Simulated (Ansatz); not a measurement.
# ScVB2: relaxing a made-up structure, part 2 of 2

This structure for ScVB2 is made up. Its elements were placed in a known structure type with a cell scaled to their sizes. What cell does the guess relax to, and how far off was it?

Ansatz 0.2.0; DFT, PBEsol, plane-wave PAW, files of the set soft_1, scalar-relativistic, ferromagnetic start, cell and ions relaxed at zero pressure; PAW set soft_1 (the session's first sound run).

So far: Starting point; Relaxing cell and atoms. The relaxed cell has a = 3.212, c = 15.727 Å (conventional setting).

### Step 3. Bands of the relaxed cell

With the geometry fixed, one more self-consistent run, with a narrower smearing and the mesh shown in its input, gives the bands, and its pressure, and its forces where symmetry allows any, show how far the geometry depends on these settings.

This step: DFT, PBEsol, plane-wave PAW, files of the set soft_1, scalar-relativistic, no spin, bands and density of states at the relaxed cell; PAW set soft_1 (Ansatz 0.2.0).

input.yaml reads:

```yaml
crystal:
  lattice:
    - [1.6058712987, 0.9271502268, 5.2421871513]
    - [-1.6058712987, 0.9271502268, 5.2421871513]
    - [0.0, -1.854300453, 5.2421871514]
  atoms:
    - { symbol: V, position: [0.0, 0.0, 0.0] }
    - { symbol: Sc, position: [0.5, 0.5, 0.5] }
    - { symbol: B, position: [0.2655118606, 0.2655118606, 0.2655118606] }
    - { symbol: B, position: [0.7344881394, 0.7344881394, 0.7344881394] }
kpoints:
  mp_grid: { grid: [12, 12, 12] }
  band_path:
    path:
      - [[0.0, 0.0, 0.0], [0.5, 0.0, 0.0], [0.5, 0.1875204, -0.1875204]]
      - [[0.8124796, 0.5, 0.1875204], [0.5, 0.5, 0.5], [0.0, 0.0, 0.0], [0.3437602, 0.0, -0.3437602]]
      - [[0.6562398, 0.3437602, 0.0], [0.5, 0.5, 0.0], [0.6562398, 0.6562398, 0.1875204], [0.5, 0.5, 0.5]]
      - [[0.5, 0.0, 0.0], [0.8124796, 0.3437602, 0.3437602]]
    npoints: 8
scf:
  occupations: { method: fermi_dirac, width: 0.03 }
  n_extra_bands: 8
hamiltonian:
  xc: pbesol
  pseudopotentials: { kind: paw, azcp: { folder: soft_1 }, xc_functional: pbe }
output:
  forces: true
  stress: true
  write_bands: true
  dos: { projected: true }
  write_density: true
  write_potential: true
  elf: true
  volumetric_format: npy
```

On the command line:

```console
$ ansatz run input.yaml --threads 4 --pin off --max-ram 8192MiB --backend cpu --events-out ev --progress --plain --runs-dir out
```

Numbers of over 12 decimals in the logs are rounded to 6 here.

Log:

```text
[...]
Crystal: 4 atoms, lattice volume = 46.830 Å³
Basis set: ecut = 420 eV, 923 PW (Γ), FFT grids on a1−a2, a2, −a2+a3, exchange–correlation on 48×80×48 points (8 copies of the dense FFT grid, shifted against one another)
Bands: 23, of which v1, the nominal top of the filled ones, is band 15 counted from 1 (14 counted from 0)
Symmetry: 12 space group operations
[...]
k-points: 189 of 1728
[...]
SCF iter   1: F=—  HF=-5304.154573 eV  |F-HF|=—  |Δ(HF+E_count)|=         —  Δρ=1.20e-1  dr2=8.98e0  ethr=3.10e-3  ⟨swp⟩=3.8  Hψ=15999  notcnv=0
[...]
SCF iter   8: F=-5302.644659 eV  HF=-5302.644659 eV  |F-HF|=3.33e-8  |Δ(HF+E_count)|=   1.96e-7  Δρ=9.82e-6  dr2=4.95e-8  ethr=3.33e-10  ⟨swp⟩=11.3  Hψ=26740  notcnv=0
SCF 1 converged in 8 iterations: F = -5302.644659 eV  dr2 = 4.95e-8
[...]
NSCF: frozen V_eff on 76 k-points
SCF converged after 8 iterations
Free energy (F): -5302.644659 eV
[...]
Internal energy: -5302.638255 eV  (E = F + TS)
E sigma→0 (E₀):  -5302.641457 eV
Entropy (-TS):   -0.006404 eV (-1.601 meV/atom)
Fermi energy:    11.968254 eV
[...]
--- Forces (eV/Å), atoms counted from 1 ---
  atom   1  V      0.00000000    -0.00000000     0.00000000
  atom   2  Sc     0.00000000     0.00000000     0.00000000
  atom   3  B      0.00000000     0.00000000     0.01616207
  atom   4  B     -0.00000000    -0.00000000    -0.01616207
  max |Σ_I F_I| component: 6.94e-18 eV/Å
--- Stress (GPa, compression-positive) ---
       -0.111099      -0.000000       0.000000
        0.000000      -0.111099       0.000000
        0.000000       0.000000       0.152129
  P = ⅓ Tr σ = -0.0234 GPa (-0.234 kbar)
--- Band table (eV; the first three rows and the last of 189) ---
  k-point 0: bands = [... 11 lower, 10.0295, 10.0295, 12.7369, 12.7369, 13.1873, 14.5999, 14.5999, 16.0596, ... 4 higher]
  k-point 1: bands = [... 11 lower, 9.9714, 10.1045, 12.5562, 12.6353, 13.2023, 14.0324, 14.6408, 15.6889, ... 4 higher]
  k-point 2: bands = [... 11 lower, 9.8048, 10.3114, 11.9670, 12.3911, 12.9712, 13.4801, 14.6886, 15.4300, ... 4 higher]
  k-point 188: bands = [... 11 lower, 10.2877, 10.2877, 11.9948, 12.9881, 12.9881, 13.1945, 13.1945, 15.5781, ... 4 higher]
```

Elapsed: 3.7 s, on 4 threads of Intel Xeon at 2.60GHz (Ice Lake), shared host; peak memory 0.56 GiB.

Numbers from this step:

| Property | Result |
| --- | --- |
| free energy | -5302.6447 eV |
| energy at zero smearing | -5302.6415 eV |
| smearing term TS | 0.006404 eV |
| pressure | -0.02336 GPa |

bands.tsv at the labelled points (eV, zero at the Fermi level; the bands that come nearest the Fermi level along the path):

```tsv
point	band 12	band 13	band 14	band 15	band 16	band 17	band 18	band 19
Γ	-1.94	-1.94	0.77	0.77	1.22	2.63	2.63	4.09
L	-2.57	-1.53	-1.18	-1.06	0.26	1.86	1.94	2.78
B1	-2.79	-2.44	-1.13	-0.53	-0.39	1.38	2.49	2.70
B	-2.79	-2.44	-1.13	-0.53	-0.39	1.38	2.49	2.70
Z	-1.68	-1.68	0.03	1.02	1.02	1.23	1.23	3.61
Γ	-1.94	-1.94	0.77	0.77	1.22	2.63	2.63	4.09
X	-2.69	-2.56	-1.12	-0.64	-0.38	1.39	2.58	2.65
Q	-2.69	-2.56	-1.12	-0.64	-0.38	1.39	2.58	2.65
F	-2.03	-1.58	-1.48	-0.41	1.54	1.81	2.08	2.28
P1	-2.18	-1.55	-1.41	-0.51	1.22	1.81	1.83	2.55
Z	-1.68	-1.68	0.03	1.02	1.02	1.23	1.23	3.61
L	-2.57	-1.53	-1.18	-1.06	0.26	1.86	1.94	2.78
P	-2.18	-1.55	-1.41	-0.51	1.22	1.81	1.83	2.55
```

Counts of states for the cell as run, both spins, by energy window (eV from the Fermi level):

| from | to | total |
| --- | --- | --- |
| -8 | -7 | 0.50 |
| -7 | -6 | 1.03 |
| -6 | -5 | 1.98 |
| -5 | -4 | 0.12 |
| -4 | -3 | 1.37 |
| -3 | -2 | 2.47 |
| -2 | -1 | 3.54 |
| -1 | 0 | 2.50 |
| 0 | 1 | 1.87 |
| 1 | 2 | 2.21 |
| 2 | 3 | 2.94 |
| 3 | 4 | 2.81 |

A further 16.5 states lie below the table's range.

Electrostatic potential energy in the ac plane of the cell as run, not the conventional one, at fractional y = 0.000, with atoms of V within 0.2 Å of it. With pseudopotentials it is smooth inside the atoms' cores, unlike the true potential.

Values in eV, 14 rows by 15 columns, each cell a mean:
```
-26 -28 -23   1  12  14  14  13  13  14  15  15  11  -6 -26
-25 -28 -28 -16   6  12  13  13  13  13  14  15  15  11  -5
  0 -17 -26 -23  -3   9  11  11  11  12  12  13  15  15  12
 13   6  -5 -12  -4   7   9   8   8  10  11  12  13  15  15
 15  13  10   6   5   8  10   9   5   5   9  12  12  13  14
 14  14  12  10  10  11  12  12   8   4   6  10  12  13  13
 13  13  12  10   8  10  12  13  12   9   6   8  12  13  13
 13  13  12  10   6   5   9  12  13  12  10   9  11  13  14
 14  13  12  12   9   4   4   9  12  11   9   9  10  13  14
 15  14  13  12  11   9   6   6   9   9   4  -1   3  10  13
 13  15  14  13  12  12  10   9   9   9   2 -15 -18  -9   6
  1  12  15  15  13  12  12  12  12  11   7 -13 -27 -27 -19
-24  -3  12  15  15  13  13  13  13  14  12   1 -22 -28 -28
-26 -24  -2  12  15  14  13  13  13  14  14  11  -5 -26 -26
```
Columns run along a (5.6 Å; values clipped at the 3rd and 97th percentile), rows up along c (5.6 Å). Atoms in or near the plane, at fractional coordinates: V at (0.00, 0.00).

ELF in the ac plane of the cell as run, not the conventional one, at fractional y = 0.000, with atoms of V within 0.2 Å of it. It is the smooth field of the valence electrons, not physical close to the nuclei.

Values, 14 rows by 15 columns, each cell a mean:
```
0.70 0.70 0.53 0.25 0.44 0.60 0.51 0.30 0.19 0.25 0.40 0.43 0.23 0.22 0.55
0.54 0.69 0.66 0.43 0.32 0.60 0.69 0.57 0.34 0.20 0.22 0.34 0.36 0.20 0.21
0.23 0.45 0.56 0.45 0.28 0.45 0.71 0.73 0.60 0.38 0.21 0.20 0.31 0.37 0.26
0.40 0.30 0.32 0.29 0.19 0.27 0.60 0.74 0.72 0.62 0.40 0.22 0.20 0.32 0.45
0.55 0.58 0.47 0.32 0.19 0.18 0.43 0.68 0.71 0.70 0.63 0.41 0.22 0.20 0.36
0.41 0.63 0.70 0.66 0.50 0.34 0.35 0.56 0.70 0.70 0.71 0.64 0.43 0.23 0.21
0.23 0.46 0.67 0.74 0.72 0.64 0.51 0.46 0.58 0.69 0.72 0.73 0.65 0.42 0.21
0.21 0.24 0.46 0.67 0.73 0.71 0.69 0.56 0.42 0.47 0.61 0.72 0.73 0.64 0.41
0.35 0.20 0.25 0.46 0.66 0.70 0.70 0.68 0.47 0.25 0.28 0.45 0.61 0.67 0.58
0.49 0.32 0.19 0.24 0.45 0.64 0.71 0.73 0.63 0.31 0.15 0.21 0.31 0.41 0.52
0.36 0.41 0.29 0.19 0.23 0.43 0.64 0.73 0.72 0.50 0.24 0.30 0.41 0.35 0.26
0.19 0.25 0.37 0.30 0.19 0.22 0.40 0.62 0.72 0.64 0.35 0.37 0.58 0.63 0.46
0.50 0.19 0.23 0.40 0.34 0.22 0.20 0.36 0.57 0.66 0.49 0.28 0.53 0.70 0.70
0.69 0.52 0.21 0.29 0.49 0.41 0.25 0.19 0.31 0.50 0.55 0.32 0.26 0.58 0.70
```
Columns run along a (5.6 Å), rows up along c (5.6 Å). Atoms in or near the plane, at fractional coordinates: V at (0.00, 0.00).

Valence density in the ac plane of the cell as run, not the conventional one, at fractional y = 0.000, with atoms of V within 0.2 Å of it. It is the smooth field of the valence electrons, not physical close to the nuclei.

Ten steps, logarithmic in the rise over the least value, from '_' (0 e/Å³) to '@' (13 e/Å³), each cell a mean:
```
@@@@##--....____________..==%%
##%%%%++::......__________..--
--**##**--::::::....________..
..::====--::::::::::..________
__..::::::..::::::::::..______
__..::::::......::::::::..____
____..::::::......::::::..____
____..::::::::......::::::..__
______..::::::::....::::::....
________..::::::::::::--::::..
..________..::::::::::==++==::
::__________....::::::==####**
##--..__________......--**@@@@
@@##--..____________....==##@@
```
Columns run along a (5.6 Å), rows up along c (5.6 Å). Atoms in or near the plane, at fractional coordinates: V at (0.00, 0.00).

### Step 4. Summary of results

* space group, relaxed: R-3m
* conventional cell: a = 3.212, b = 3.212, c = 15.727 Å; α = 90.0°, β = 90.0°, γ = 120.0°
* volume per atom: 11.71 Å³ (guess 9.54)
* total moment: 0.00 μB in the cell of 4 atoms

In words: ScVB2 relaxes to R-3m with a = 3.212, b = 3.212 and c = 15.727 Å. The guessed volume was 19 % too small. The space group R-3m was held in the relaxation, so the end point is a stationary structure within it and may be a saddle against distortions or other arrangements. The moments died out from this one start and weren't seeded again at the relaxed cell. Bands cross the Fermi level, so it is a metal or semimetal at this level. On the 12×12×12 mesh with the narrower smearing (relaxed on 10×10×10) the largest force component is 0.016 eV/Å and the largest stress component is 0.152 GPa, against the relaxation's thresholds of 0.015 eV/Å and 0.05 GPa. The cutoff wasn't tested. No dispersion term is used, so weakly bound directions may come out too long. Nothing here tests whether the compound is stable against decomposition.

[Logs are printed without paths, hosts, clocks, repeated set-up lines and the standing remarks that a program may print on its own settings, such as how far it seeks lower states.]

[Hosts, paths, dates, database ids (printed as entryN), source tags and the programs' standing remarks are cut or masked in the printed files.]
